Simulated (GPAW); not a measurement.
# propane-1,3-dithiol between two Al chains: relaxation, then transmission at several levels, part 2 of 2

Aim: the conductance of propane-1,3-dithiol between two Al chains after relaxation, and whether geometry, basis or functional moves it most.

GPAW 26.7.0; GPAW LCAO, PAW setups; relaxation of the junction within the symmetry of its start, lead ends held (the session's first sound run).

So far, transmission at the Fermi level (one spin): step 3 (double-zeta polarised basis, PBE, GPAW) 0.0644; step 4 (basis szp(dzp), PBE, GPAW) 0.0647; step 5 (basis sz(dzp), PBE, GPAW) 0.0557; step 6 (revPBE) 0.0669. Also open channels of the lead at the Fermi level (one spin): 2 in steps 3, 4 and 5.

### 7. The structure as built: geometry = "as built"

The dzp basis with PBE on the structure as first built shows what the relaxation was worth.

File run.py:

```python
import json
import numpy as np
from ase import Atoms
from ase.transport.calculators import TransportCalculator
from gpaw import GPAW, FermiDirac
from gpaw.lcao.tools import get_lcao_hamiltonian
from scipy.linalg import eigh

# The junction with lead layers at both ends, along the third cell vector
device = Atoms(
    ['Al', 'Al', 'Al', 'Al', 'Al', 'Al', 'Al', 'S', 'H', 'H', 'C', 'H', 'C', 'H', 'C', 'H', 'H', 'S', 'Al', 'Al', 'Al', 'Al', 'Al', 'Al', 'Al'],
    positions=[
        [5.91547, 6.08304, 1.20000],
        [5.91547, 6.08304, 3.60000],
        [5.91547, 6.08304, 6.00000],
        [5.91547, 6.08304, 8.40000],
        [5.91547, 6.08304, 10.80000],
        [5.91547, 6.08304, 13.20000],
        [5.91547, 6.08304, 15.60000],
        [6.91291, 4.13230, 15.79929],
        [8.58094, 5.02166, 17.27462],
        [8.57878, 3.25000, 17.27839],
        [7.93700, 4.13665, 17.29859],
        [6.41878, 5.02671, 18.55164],
        [7.06466, 4.13900, 18.55165],
        [6.41434, 3.25450, 18.55165],
        [7.93700, 4.13667, 19.80470],
        [8.57880, 3.25003, 19.82489],
        [8.58092, 5.02170, 19.82866],
        [6.91292, 4.13230, 21.30400],
        [5.91547, 6.08304, 21.50331],
        [5.91547, 6.08304, 23.90331],
        [5.91547, 6.08304, 26.30331],
        [5.91547, 6.08304, 28.70331],
        [5.91547, 6.08304, 31.10331],
        [5.91547, 6.08304, 33.50331],
        [5.91547, 6.08304, 35.90331]],
    cell=[[11.83094, 0.0, 0.0], [0.0, 12.16608, 0.0], [0.0, 0.0, 37.10331]],
    pbc=True)

# One principal layer of the lead: the first 4 atoms of the device
lead = Atoms(
    ['Al', 'Al', 'Al', 'Al'],
    positions=[
        [5.91547, 6.08304, 1.20000],
        [5.91547, 6.08304, 3.60000],
        [5.91547, 6.08304, 6.00000],
        [5.91547, 6.08304, 8.40000]],
    cell=[[11.83094, 0.0, 0.0], [0.0, 12.16608, 0.0], [0.0, 0.0, 9.6]],
    pbc=True)

settings = dict(mode='lcao', basis='dzp', xc='PBE', h=0.2,
                occupations=FermiDirac(0.1), maxiter=250,
                mixer=dict(beta=0.1, nmaxold=8, weight=100.0),
                convergence=dict(density=0.0001))
energies = np.arange(-2, 2 + 1e-9, 0.025)
eta = 0.0001
n1, n2 = 1, 1
# k and -k transmit alike, so half of the mesh across the current serves
mesh = [(i, j) for i in range(n1) for j in range(n2) if (i, j) <= (-i % n1, -j % n2)]
weights = np.array([1 if (i, j) == (-i % n1, -j % n2) else 2 for i, j in mesh]) / (n1 * n2)

# [... helper functions left out ...]
fermi_lead = ground_state(lead, (1, 1, 12), 'lead.txt')
fermi_device = ground_state(device, (1, 1, 2), 'device.txt')
# [... loop over the mesh left out, but for ...]
        # Shift the lead onto the potential of the device's first layer
        shift = ((H[:, 0, 0] - H0[:, 0, 0]) / S0[0, 0]).real.mean()
# [...]
kT = 8.617333e-5 * 300
bias = [0.1, 0.2, 0.5, 1.0, 1.5, 2.0]
# [... integrals and printing left out ...]
```

On the command line:

```
OMP_NUM_THREADS=1 OPENBLAS_NUM_THREADS=1 python run.py
```

Elapsed: 1.8 min, on 1 thread of Arm Neoverse V1, shared host; peak memory 1.9 GiB.

This step gave:

```yaml
conductance: 0.8302 G₀
thermopower: 30.34 μV/K
largest_coupling_past_the_next_principal_layer: 1.11e-15 eV
largest_misfit_of_the_first_principal_layer: 0.04605 eV
shift_that_aligns_the_lead: 0.009463 eV
transmission_at_the_fermi_level_one_spin: 0.9849
```

One spin. Table of transmission, zone mean by energy, zero at the Fermi level:

| energy (eV) | transmission, zone mean |
| --- | --- |
| -2.000 | 0.0723 |
| -1.900 | 0.0535 |
| -1.825 | 0.523 |
| -1.800 | 0.0958 |
| -1.700 | 0.0125 |
| -1.600 | 0.00708 |
| -1.500 | 0.00458 |
| -1.400 | 0.00242 |
| -1.300 | 2.8e-4 |
| -1.200 | 2.0e-11 |
| -1.100 | 3.3e-12 |
| -1.000 | 1.5e-12 |
| -0.900 | 1.1e-12 |
| -0.800 | 0 |
| -0.700 | 1.0e-12 |
| -0.600 | 1.3e-12 |
| -0.500 | 2.7e-12 |
| -0.400 | 5.6e-9 |
| -0.300 | 0.285 |
| -0.200 | 0.992 |
| -0.100 | 0.867 |
| 0.000 | 0.985 |
| 0.100 | 0.181 |
| 0.200 | 0.0286 |
| 0.300 | 0.0111 |
| 0.400 | 0.00748 |
| 0.500 | 0.00658 |
| 0.600 | 0.00652 |
| 0.700 | 0.00686 |
| 0.800 | 0.00746 |
| 0.900 | 0.00831 |
| 1.000 | 0.0110 |
| 1.100 | 0.0141 |
| 1.200 | 0.0169 |
| 1.300 | 0.0197 |
| 1.400 | 0.0224 |
| 1.500 | 0.0252 |
| 1.600 | 0.0280 |
| 1.700 | 0.0310 |
| 1.800 | 0.0340 |
| 1.900 | 0.0372 |
| 2.000 | 0.0406 |

The conductance, 0.830 G₀, lies a factor of 11 above that of the dzp run.

### 8. Cost and result by level

Times are for 1 thread of Arm Neoverse V1, shared host. Results by setting:

```csv
no.,run,conductance (G₀),time,memory (GiB)
1,dzp,0.07415,2 min,1.9
2,szp,0.07078,1.7 min,1.8
3,sz,0.06193,64 s,1.7
4,dzp revPBE,0.07845,1.8 min,1.9
5,asbuilt,0.8302,1.8 min,1.9
```

### 9. Comparison

The curves are compared point by point over the common energies.

This step: comparison of transmission and cost over codes, levels and geometry (GPAW 26.7.0).

Ladder, by row:

```
      step  code  T at the Fermi level (sum over the listed spins)  conductance (G0)  r.m.s. T(E) from the first  wall time (s)  peak memory (GiB)  threads
       dzp  GPAW                                           0.06441           0.07415                           0          120.4               1.87        1
       szp  GPAW                                           0.06469           0.07078                      0.1037          103.4               1.84        1
        sz  GPAW                                           0.05567           0.06193                      0.1524          63.86               1.71        1
dzp-revPBE  GPAW                                           0.06693           0.07845                     0.04252          106.4               1.87        1
   asbuilt  GPAW                                            0.9849            0.8302                      0.2261          109.4               1.87        1
```

Transmission, zone mean, sum over the listed spins against energy, zero at the Fermi level:

```
energy (eV)      dzp      szp       sz  dzp-revPBE  asbuilt
     -2.000  0.00970  0.00828   0.0149     0.00947   0.0723
     -1.825    0.553    0.163    0.146       0.775    0.523
     -1.800    0.461    0.747   0.0671       0.314   0.0958
     -1.600   0.0386   0.0862   9.3e-7      0.0468  0.00708
     -1.525    0.646    0.990   3.7e-8       0.831  0.00514
     -1.500    0.895    0.587   3.0e-7       0.765  0.00458
     -1.400    0.180    0.183  4.2e-11       0.182  0.00242
     -1.300    0.608   3.4e-8  1.5e-12       0.711   2.8e-4
     -1.200   2.3e-9  5.4e-11  2.0e-13      1.4e-9  2.0e-11
     -1.000  4.6e-12  7.7e-13  3.2e-14     3.6e-12  1.5e-12
     -0.800  1.5e-12  3.9e-13  4.4e-14     1.3e-12  9.6e-13
     -0.600  3.3e-12  1.3e-12  2.8e-13     2.6e-12  1.3e-12
     -0.400   1.0e-9  1.9e-10   4.2e-9     9.1e-10   5.6e-9
     -0.325    0.515    0.410    0.901       0.822    0.142
     -0.200    0.878    0.915    0.930       0.805    0.992
     -0.175    0.872    0.516    0.529       0.946    0.952
      0.000   0.0644   0.0647   0.0557      0.0669    0.985
      0.200   0.0207   0.0207   0.0184      0.0202   0.0286
      0.400   0.0133   0.0137   0.0126      0.0128  0.00748
      0.600   0.0122   0.0128   0.0121      0.0117  0.00652
      0.800   0.0131   0.0156   0.0195      0.0125  0.00746
      1.000   0.0185   0.0241   0.0257      0.0151   0.0110
      1.200   0.0260   0.0313   0.0321      0.0236   0.0169
      1.400   0.0331   0.0392   0.0397      0.0304   0.0224
      1.600   0.0415   0.0482   0.0481      0.0384   0.0280
      1.800   0.0528   0.0598   0.0576      0.0490   0.0340
      2.000   0.0692   0.0753   0.0689      0.0643   0.0406
```

### 10. Smearing 0.2: width = 0.2

Smearing helps the SCF of a metal converge, but it blurs occupations at band edges near the Fermi level.

This step: GPAW LCAO, PAW setups; Landauer transmission from Green's functions with principal layers (ASE), zero bias (GPAW 26.7.0).

Changes to run.py since step 7:

```diff
@@ -18,15 +18,15 @@
         [5.91547, 6.08304, 13.20000],
-        [5.91547, 6.08304, 15.60000],
-        [6.91291, 4.13230, 15.79929],
-        [8.58094, 5.02166, 17.27462],
-        [8.57878, 3.25000, 17.27839],
-        [7.93700, 4.13665, 17.29859],
-        [6.41878, 5.02671, 18.55164],
-        [7.06466, 4.13900, 18.55165],
-        [6.41434, 3.25450, 18.55165],
-        [7.93700, 4.13667, 19.80470],
-        [8.57880, 3.25003, 19.82489],
-        [8.58092, 5.02170, 19.82866],
-        [6.91292, 4.13230, 21.30400],
-        [5.91547, 6.08304, 21.50331],
+        [6.76680, 6.78943, 15.58264],
+        [6.86013, 4.51690, 15.74426],
+        [8.69788, 5.00322, 17.29252],
+        [8.33141, 3.24538, 17.19182],
+        [7.86976, 4.25619, 17.28273],
+        [6.49817, 5.36955, 18.55164],
+        [7.01618, 4.37709, 18.55165],
+        [6.20791, 3.60682, 18.55165],
+        [7.86976, 4.25621, 19.82056],
+        [8.33143, 3.24541, 19.91146],
+        [8.69786, 5.00326, 19.81076],
+        [6.86014, 4.51690, 21.35903],
+        [6.76680, 6.78943, 21.52067],
         [5.91547, 6.08304, 23.90331],
@@ -52,3 +52,3 @@
 settings = dict(mode='lcao', basis='dzp', xc='PBE', h=0.2,
-                occupations=FermiDirac(0.1), maxiter=250,
+                occupations=FermiDirac(0.2), maxiter=250,
                 mixer=dict(beta=0.1, nmaxold=8, weight=100.0),
```

Wall time 1.8 min (1 thread); peak memory 1.9 GiB.

This step gave:

```yaml
conductance: 0.03128 G₀
thermopower: 34.33 μV/K
largest_coupling_past_the_next_principal_layer: 1.90e-15 eV
largest_misfit_of_the_first_principal_layer: 0.05757 eV
shift_that_aligns_the_lead: 0.01134 eV
transmission_at_the_fermi_level_one_spin: 0.02986
```

One spin. Table of transmission, zone mean by energy, zero at the Fermi level:

```
energy (eV)  transmission, zone mean
     -2.000                   0.0180
     -1.900                    0.541
     -1.800                   0.0191
     -1.700                   0.0192
     -1.600                    0.548
     -1.575                    0.934
     -1.500                    0.190
     -1.400                    0.268
     -1.325                    0.847
     -1.300                   2.1e-7
     -1.200                  1.4e-10
     -1.100                  1.0e-11
     -1.000                  3.2e-12
     -0.900                  2.0e-12
     -0.800                  2.1e-12
     -0.700                  3.4e-12
     -0.600                  9.3e-12
     -0.500                  8.7e-11
     -0.400                    0.131
     -0.300                    0.397
     -0.275                    0.926
     -0.200                    0.161
     -0.100                   0.0491
      0.000                   0.0299
      0.100                   0.0223
      0.200                   0.0185
      0.300                   0.0163
      0.400                   0.0151
      0.500                   0.0145
      0.600                   0.0143
      0.700                   0.0145
      0.800                   0.0150
      0.900                   0.0167
      1.000                   0.0215
      1.100                   0.0250
      1.200                   0.0285
      1.300                   0.0321
      1.400                   0.0359
      1.500                   0.0402
      1.600                   0.0453
      1.700                   0.0514
      1.800                   0.0588
      1.900                   0.0677
      2.000                   0.0771
```

Crossings of the lead's bands, unfolded to its shortest repeat. Table of open channels, zone mean by energy, zero at the Fermi level:

energy (eV), open channels, zone mean and a bar:
```
   -2.000       1.00 ##########
   -1.800       1.00 ##########
   -1.600       1.00 ##########
   -1.400       1.00 ##########
   -1.200       0.00 
   -1.000       0.00 
   -0.800       0.00 
   -0.600       0.00 
   -0.400       2.00 ####################
   -0.200       2.00 ####################
    0.000       2.00 ####################
    0.200       2.00 ####################
    0.400       2.00 ####################
    0.600       2.00 ####################
    0.800       2.00 ####################
    1.000       3.00 ##############################
    1.200       3.00 ##############################
    1.400       3.00 ##############################
    1.600       3.00 ##############################
    1.800       3.00 ##############################
    2.000       3.00 ##############################
```

Not self-consistent under bias; the bias window is split evenly. Current through one cell, from the zero-bias transmission against bias:

```csv
bias (V),"current through one cell, from the zero-bias transmission (μA)"
0.100,0.247
0.200,0.530
0.500,3.13
1.000,7.17
1.500,7.46
2.000,7.79
```

Transmission of the three most open eigenchannels against energy, zero at the Fermi level:

| energy (eV) | channel 1 | channel 2 | channel 3 |
| --- | --- | --- | --- |
| -2.000 | 0.0180 | 0 | 0 |
| -1.800 | 0.0191 | 0 | 0 |
| -1.600 | 0.548 | 0 | 0 |
| -1.400 | 0.268 | 0 | 0 |
| -1.200 | 1.4e-10 | 0 | 0 |
| -1.000 | 2.9e-12 | 0 | 0 |
| -0.800 | 1.9e-12 | 0 | 0 |
| -0.600 | 9.1e-12 | 0 | 0 |
| -0.400 | 0.131 | 1.7e-4 | 0 |
| -0.200 | 0.160 | 0.00163 | 0 |
| 0.000 | 0.0273 | 0.00255 | 0 |
| 0.200 | 0.0157 | 0.00278 | 0 |
| 0.400 | 0.0122 | 0.00295 | 0 |
| 0.600 | 0.0110 | 0.00331 | 0 |
| 0.800 | 0.0109 | 0.00410 | 3.3e-12 |
| 1.000 | 0.0149 | 0.00645 | 2.0e-4 |
| 1.200 | 0.0193 | 0.00858 | 6.1e-4 |
| 1.400 | 0.0235 | 0.0111 | 0.00138 |
| 1.600 | 0.0283 | 0.0139 | 0.00307 |
| 1.800 | 0.0349 | 0.0172 | 0.00675 |
| 2.000 | 0.0433 | 0.0208 | 0.0130 |

The conductance, 0.0313 G₀, lies 58 % below that of the dzp run.

### 11. What came out

```yaml
conductance: 0.0741 G₀
transmission_at_the_fermi_level_mean_of_the_spins: 0.0644
thermopower: 77.6 μV/K
open_channels_of_the_lead_there: 2
```

**Reading.** In the dzp basis the junction conducts 0.0741 G₀ at 300 K, with T = 0.0644 a spin at the Fermi level; the szp basis reaches that conductance within 10 %. Relaxation moved atoms by up to 1.1 Å and took the conductance from 0.830 to 0.0741 G₀, as a ratio a larger change than the step from dzp to the minimal basis. The conductance differs from T at the Fermi level because it averages T(E) over the thermal window, about 0.09 eV wide, in which T changes. The scatterer reflects about 97 % of the incoming channels at the Fermi level. At the Fermi level one eigenchannel carries the current (0.061). The positive thermopower says that the thermally weighted transmission is larger below the Fermi level, as for hole-like transport. Measured against the first run (dzp), the nearest curve is that of dzp-revPBE (r.m.s. 0.043) and the farthest that of asbuilt (0.23). Over the compared runs wall time goes from 64 s (sz) to 120 s (dzp), on a shared host. A change of numerical settings alone (smearing 0.2) gives 0.0313 G₀, so the conductance is not converged in them and the ranking of the bases holds for these settings only. The leads kept an estimated spacing and the cell its length, so the junction may be under some tension or compression. The geometry comes from the orbital basis, which tends to overbind, and kept the symmetry of the start, so a structure of lower symmetry may lie lower. Semilocal functionals put molecular levels too near the Fermi level, so such conductances usually come out too high, and chain electrodes have a sharper density of states than real ones. Energies count from the junction cell's Fermi level; in the run with T = 0.0644 there, the aligned lead's own level lies at 0.020 eV, where T interpolates to 0.0554; the finite cell leaves the answer open by at least that much. An evenly spaced straight chain is an idealisation: free chains tend to dimerise, zigzag or, where a band edge lies near the Fermi level, turn magnetic. The currents use the zero-bias T(E) throughout, which holds only while the bias is small against the distance to the nearest feature.

[Logs are printed without paths, hosts, clocks, repeated set-up lines and the standing remarks that a program may print on its own settings, such as how far it seeks lower states.]

[Hosts, paths, dates, database ids (printed as entryN), source tags and the programs' standing remarks are cut or masked in the printed files.]
